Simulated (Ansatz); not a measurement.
# BAs (F-43m): the dielectric response against the k mesh, part 2 of 2

Aim: how dense a k mesh do ε∞ and the zone-centre modes of BAs (F-43m) need?

Ansatz 0.2.0; DFT LDA, scalar-relativistic, plane waves, PAW; PAW set soft_1.

So far. Step 3 (Tight relaxation): The forces vanish by symmetry and the pressure is 0.009 GPa, within the tolerances set. The cell now holds 13.24 Å³/atom. The relaxed cell has a = 4.732 Å (conventional setting).

## 4. Response on one mesh, 4×4×4

Phonons follow from the second derivative of the energy, found here by linear response.

The response is solved on 4×4×4 k points.

input.yaml

```yaml
crystal:
  lattice:
    - [0.0, 2.365830944, 2.365830944]
    - [2.365830944, 0.0, 2.365830944]
    - [2.365830944, 2.365830944, 0.0]
  atoms:
    - { symbol: B, position: [0.0, 0.0, 0.0] }
    - { symbol: As, position: [0.75, 0.75, 0.75] }
kpoints:
  mp_grid: { grid: [4, 4, 4] }
hamiltonian:
  xc: lda
  pseudopotentials: { kind: paw, azcp: { folder: soft_1 }, xc_functional: pbe }
scf:
  occupations: { method: fixed }
output:
  eigenvalues: true
phonons:
  method: dfpt
  dielectric: true
  rigid_motions: translations
  field_mesh: kpoints
```

Started as:

```bash
$ ansatz run input.yaml --threads 4 --pin off --max-ram 10240MiB --backend cpu --events-out ev --progress --plain --runs-dir out
```

Numbers of over 12 decimals in the logs are rounded to 6 here.

What it wrote:

```text
[...]
Crystal: 2 atoms, lattice volume = 26.484 Å³
Basis set: ecut = 420 eV, 531 PW (Γ), exchange–correlation on 48×48×48 points (8 copies of the dense FFT grid, shifted against one another)
Bands: 13, of which v1, the nominal top of the filled ones, is band 9 counted from 1 (8 counted from 0)
Symmetry: 24 space group operations
k-points: 18 of 64 (irreducible under 4 space group operations, time reversal used)
[...]
SCF iter   1: F=—  HF=-4924.101192 eV  |F-HF|=—  |Δ(HF+E_count)|=         —  Δρ=8.10e-2  dr2=2.23e0  ethr=3.10e-3  ⟨swp⟩=4.3  Hψ=1182  notcnv=0  defer=14
[...]
SCF iter   8: F=-4923.352839 eV  HF=-4923.352839 eV  |F-HF|=1.36e-11  |Δ(HF+E_count)|=   1.32e-9  Δρ=3.43e-7  dr2=1.25e-11  ethr=1.00e-12  ⟨swp⟩=6.3  Hψ=1513  notcnv=0
SCF 1 converged in 8 iterations: F = -4923.352839 eV  dr2 = 1.25e-11
[...]
NSCF: frozen V_eff on 8 k-points
DFPT response loops at Γ: preconditioner auto → none (the input reference at scf.mixing.eps_inf says where Resta's filter doesn't serve); β = 0.50; Broyden in place of MSR1
WARN: field response: the 4×4×4 k-mesh looks too coarse for the field response at k = (0.0000, 0.0000, 0.0000), direct gap 3.271 eV: take ε∞, Z* and everything formed from them as unconverged in the mesh. The response there varies over an interband length of 1.61 Å as this mesh's differences read it, which a coarse mesh reads short; the mesh's real-space period, 13.4 Å, is under 14 times that, 22.5 Å: field_mesh: auto, beside no phonons.dynamical_quadrupoles, solves it inside a basis that this mesh spans and, under method: fd, where it gets none, on a denser mesh; else type a denser kpoints.mp_grid, and compare
SCF converged after 8 iterations
Free energy (F): -4923.352839 eV
[...]
Internal energy: -4923.352839 eV  (E = F + TS)
E sigma→0 (E₀):  -4923.352839 eV
Fermi energy:    10.901340 eV
[...]
--- Band table (eV; the first three rows and the last of 18) ---
  k-point 0: bands = [... 5 lower, -4.7654, 10.9013, 10.9013, 10.9013, 14.1724, 14.1724, 14.1724, 15.9107]
  k-point 1: bands = [... 5 lower, -3.7404, 5.8786, 9.7184, 9.7184, 14.0755, 15.5752, 15.5752, 18.9015]
  k-point 2: bands = [... 5 lower, -1.8115, 1.9318, 9.0321, 9.0321, 13.7349, 15.6788, 15.6788, 19.6513]
  k-point 17: bands = [... 5 lower, -0.3266, 2.8426, 5.2095, 5.5167, 16.0931, 16.9081, 17.6459, 18.1124]
--- Phonons (Γ-DFPT): 2 representative perturbations + reference, on 18 of 64 k-points (Σ response iterations 6) ---
  k mesh reduced under 4 symmetry operations, with k and −k counted as one. Each operation leaves every solved perturbation unchanged. A smaller set is not considered because the run solves the response to a homogeneous field
  ASR residual: 1.994e-4 → 0.000e0 eV/Å²; symmetrization residual: 7.622e-7 eV/Å²
  ASR residual per site (eV/Å²): 1.32e-4 1.99e-4
  Γ frequencies (cm⁻¹): 0.00 0.00 0.00 714.37 714.37 714.37
  ε∞ (high-frequency dielectric tensor):
        8.115900     0.000000     0.000000
       -0.000000     8.115900     0.000000
        0.000000     0.000000     8.115900
  ε⁰ (static dielectric tensor: ions relaxed, cell fixed):
        8.232470     0.000000     0.000000
       -0.000000     8.232470     0.000000
       -0.000000     0.000000     8.232470
  ε⁰ − ε∞ (ionic part):
        0.116570    -0.000000    -0.000000
       -0.000000     0.116570     0.000000
       -0.000000     0.000000     0.116570
  softest optical mode at Γ: 714.37 cm⁻¹; the repairs (sum rule, projections) moved no ω² at Γ by more than (1.86 cm⁻¹)²
  Born effective charges Z* (e; rows j = field, columns β = displacement):
    site 0:
        -0.54997   -0.00000    0.00000
         0.00000   -0.54997    0.00000
        -0.00000   -0.00000   -0.54997
    site 1:
         0.54997    0.00000   -0.00000
        -0.00000    0.54997   -0.00000
         0.00000    0.00000    0.54997
  Z* charge neutrality: 3.722e-8 e pre-enforcement
  k-mesh period / interband length: 13.4 Å / 1.61 Å = 8.33 at k = (0.0000, 0.0000, 0.0000), direct gap 3.271 eV — UNDER 14: by this measure the k-mesh is too coarse for the response
  optical modes at Γ without the LO–TO term, one row a degenerate level:
      ω (cm⁻¹)  modes    IR ((D/Å)²/amu)
        714.37      3             2.2160
  optical modes at Γ + LO–TO along q̂ = [1.0000, 0.0000, 0.0000]:
      ω (cm⁻¹)  modes    IR ((D/Å)²/amu)
        714.37      2             1.4774
        719.48      1             0.7387
  optical modes at Γ + LO–TO along q̂ = [0.0000, 1.0000, 0.0000]:
      ω (cm⁻¹)  modes    IR ((D/Å)²/amu)
        714.37      2             1.4774
        719.48      1             0.7387
  optical modes at Γ + LO–TO along q̂ = [0.0000, 0.0000, 1.0000]:
      ω (cm⁻¹)  modes    IR ((D/Å)²/amu)
        714.37      2             1.4774
        719.48      1             0.7387
```

Elapsed: 1.4 s, on 4 threads of AMD EPYC 7B13 (Zen 3), shared host; peak memory 0.39 GiB; 4.1 s of CPU time.

Reading the cycles: dr2 is the Hartree energy of the density residual (eV), the measure of convergence; HF is the Harris–Foulkes estimate of the energy, which meets the free energy F at convergence.

A gap read on the k-mesh alone can miss the band edges.

Numbers from this step:

```yaml
gap_on_the_k_mesh: 1.291 eV
sum_rule_residual_before_enforcement: 1.99e-4 eV/Å²
miss_of_the_charge_sum_rule: 3.72e-8 e
point_group: -43m
highest_optical_mode_at_the_zone_centre_no_lo_to_term: 714.4 cm⁻¹
lowest_optical_zone_centre_mode: 714.4 cm⁻¹
mean_high_frequency_dielectric_constant: 8.116
largest_born_charge_third_of_the_trace: -0.55 e
mean_static_dielectric_constant: 8.232
top_of_the_zone_centre_spectrum_with_the_field: 719.5 cm⁻¹
```

The optical mode without the LO-TO term lies at 714.4 cm⁻¹.

## 5. Response on one mesh, 20×20×20

The response is solved on 20×20×20 k points.

Edit input.yaml of step 4 so:

```diff
@@ -9,3 +9,3 @@
 kpoints:
-  mp_grid: { grid: [4, 4, 4] }
+  mp_grid: { grid: [20, 20, 20] }
 hamiltonian:
```

What it wrote:

```text
[...]
Crystal: 2 atoms, lattice volume = 26.484 Å³
Basis set: ecut = 420 eV, 531 PW (Γ), exchange–correlation on 48×48×48 points (8 copies of the dense FFT grid, shifted against one another)
Bands: 13, of which v1, the nominal top of the filled ones, is band 9 counted from 1 (8 counted from 0)
Symmetry: 24 space group operations
k-points: 1166 of 8000 (irreducible under 4 space group operations, time reversal used)
[...]
optical modes at Γ + LO–TO along q̂ = [1.0000, 0.0000, 0.0000]:
      ω (cm⁻¹)  modes    IR ((D/Å)²/amu)
[...]
optical modes at Γ + LO–TO along q̂ = [0.0000, 1.0000, 0.0000]:
      ω (cm⁻¹)  modes    IR ((D/Å)²/amu)
        699.91      2             1.4191
        704.13      1             0.7095
  optical modes at Γ + LO–TO along q̂ = [0.0000, 0.0000, 1.0000]:
      ω (cm⁻¹)  modes    IR ((D/Å)²/amu)
        699.91      2             1.4191
        704.13      1             0.7095
[key lines of the parts left out:]
SCF converged after 8 iterations
Free energy (F): -4923.535349 eV
Fermi energy:    10.861166 eV
```

Elapsed: 42 s, on 4 threads; peak memory 1.7 GiB.

Numbers from this step:

| Property | Result |
| --- | --- |
| gap on the k-mesh | 1.105 eV |
| sum-rule residual before enforcement | 2.45e-4 eV/Å² |
| miss of the charge sum rule | 4.68e-7 e |
| highest optical mode at the zone centre (no LO-TO term) | 699.9 cm⁻¹ |
| lowest optical zone-centre mode | 699.9 cm⁻¹ |
| mean high-frequency dielectric constant | 9.657 |
| largest Born charge (third of the trace) | -0.539 e |
| mean static dielectric constant | 9.774 |
| top of the zone-centre spectrum with the field | 704.1 cm⁻¹ |

The optical mode without the LO-TO term lies at 699.9 cm⁻¹.

For the mean high-frequency dielectric constant, step 4 gave 8.12; this run, with k-mesh 20×20×20 and k divisions 20, gives 9.66 (+19 %).

## 6. All members side by side

The members are set side by side, also those not shown above.

One cell throughout; the field response is solved on the k mesh of the run itself. The response against the k mesh:

```
k divisions along a1     ε∞     ε0  largest Born charge in size, a third of the trace (e)  top mode with the field, highest of q along x, y and z (cm⁻¹)  mode 4 T2 (cm⁻¹)
                   4  8.116  8.232                                                   0.55                                                          719.5             714.4
                   6  9.069  9.187                                                 0.5435                                                          706.5               702
                   8  9.447  9.565                                                 0.5406                                                          704.6             700.3
                  10  9.584  9.701                                                 0.5395                                                          704.2               700
                  12  9.632  9.749                                                 0.5392                                                          704.2             699.9
                  14  9.649  9.765                                                  0.539                                                          704.1             699.9
                  16  9.654  9.771                                                  0.539                                                          704.1             699.9
                  20  9.657  9.774                                                  0.539                                                          704.1             699.9
```

## 7. Summary of results

* members: 8
* optical mode (no LO-TO term), 4 k divisions: 714.4 cm⁻¹
* optical mode (no LO-TO term), 20 k divisions: 699.9 cm⁻¹

In words: ε∞ goes from 8.12 at 4 divisions to 9.66 at 20; from 10 divisions on it stays within 1 % of the last value. The highest mode without the field stays within 1 cm⁻¹ of its last value from 8 divisions on. The top mode with the field moves by -15.4 cm⁻¹ over the series. So the field response needs the denser mesh. These are harmonic frequencies at zero temperature: anharmonic shifts, linewidths and thermal expansion are left out. The PAW files were made for PBE; the program adapts parts of them to the functional of the run, but their partial waves stay those of PBE, an approximation that was not tested in this session. Only the zone centre was solved, so an instability at another wavevector cannot show here.

[Logs are printed without paths, hosts, clocks, repeated set-up lines and the standing remarks that a program may print on its own settings, such as how far it seeks lower states.]

[Hosts, paths, dates, database ids (printed as entryN), source tags and the programs' standing remarks are cut or masked in the printed files.]
